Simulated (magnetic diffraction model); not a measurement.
**ErGa₂Fe₂: what an assumed order does to the neutron pattern**

Space group P4/nmm (no. 129, origin choice 1), a = 4.2570 Å, c = 9.7790 Å.

| site | atom | x | y | z |
| --- | --- | --- | --- | --- |
| 2c | Er | 1/2 | 0 | 0.7529 |
| 2c | Ga | 1/2 | 0 | 0.1214 |
| 2b | Ga | 1/2 | 1/2 | 1/2 |
| 2c | Fe | 1/2 | 0 | 0.3686 |
| 2a | Fe | 1/2 | 1/2 | 0 |

This is a made-up structure (elements placed in a structure type, unrelaxed), so the numbers test the method and describe no known phase.

Only Er is taken to order (form factors of Er3+); orders and moment sizes are assumed, and not adapted to the symmetry. Radiation: neutrons of λ = 2.52 Å, 5° to 100°; isotropic B of 0.22 Å² (Er), 0.26 Å² (Ga) and 0.32 Å² (Fe). Simulated constant-wavelength pattern: nuclear and magnetic terms add, the magnetic one as |2.695 fm × Σ f S⊥ exp(2πi Q·r) exp(−B s²)|², summed over all Q at one angle with the factor 1/(sin²θ cos θ). For collinear order S is the moment m, which repeats by lattice and centring translations R with the sign exp(−2πi k·R). Free-ion form factors, Sears's scattering lengths of 1992, no absorption; a label names one of the reflections at its angle. The strongest nuclear line in the range is 100, and lines under 0.2 are left out.

Assume the order k = (0 0 0), collinear moments along [111], 5.8 μB on Er; signs + at (1/2, 0, 0.7529), − at (0, 1/2, 0.2471).

Q: Where does magnetic intensity appear, and how strong is it?

| 2θ (°) | index | nuclear | magnetic |
| --- | --- | --- | --- |
| 14.81 | (0 0 1) | 0.7 | 34.1 |
| 29.87 | (0 0 2) | 9.6 | 0.0 |
| 34.43 | (1 0 0) | 0.0 | 38.6 |
| 37.67 | (1 0 1) | 6.0 | 0.0 |
| 45.48 | (0 0 3) | 1.2 | 3.5 |
| 46.21 | (1 0 2) | 1.4 | 29.6 |
| 49.49 | (1 1 0) | 6.4 | 0.0 |
| 51.95 | (1 1 1) | 1.9 | 31.1 |
| 58.27 | (1 0 3) | 59.1 | 0.0 |
| 58.88 | (1 1 2) | 99.2 | 0.0 |
| 62.05 | (0 0 4) | 2.3 | 0.0 |
| 69.47 | (1 1 3) | 0.0 | 12.5 |
| 72.59 | (2 0 0) | 100.0 | 0.0 |
| 72.93 | (1 0 4) | 0.9 | 8.1 |
| 74.58 | (2 0 1) | 0.1 | 15.4 |
| 80.22 | (0 0 5) | 0.1 | 1.1 |
| 80.42 | (2 0 2) | 7.5 | 0.0 |
| 82.88 | (2 1 0) | 0.0 | 13.1 |
| 83.20 | (1 1 4) | 64.9 | 0.0 |
| 84.79 | (2 1 1) | 3.4 | 0.0 |
| 89.98 | (2 0 3) | 1.7 | 9.0 |
| 90.30 | (1 0 5) | 37.7 | 0.0 |
| 90.51 | (2 1 2) | 1.1 | 20.5 |

The strongest magnetic line in the range is (1 0 0) at 34.43° (38.6). On top of the Lorentz factor, which all lines share, magnetic lines fade with angle because f falls: for Er3+ it is 0.96, 0.86, 0.73 and 0.47 at sin θ/λ = 0.1, 0.2, 0.3 and 0.5 Å⁻¹, while nuclear lengths stay constant. The order has no net moment.
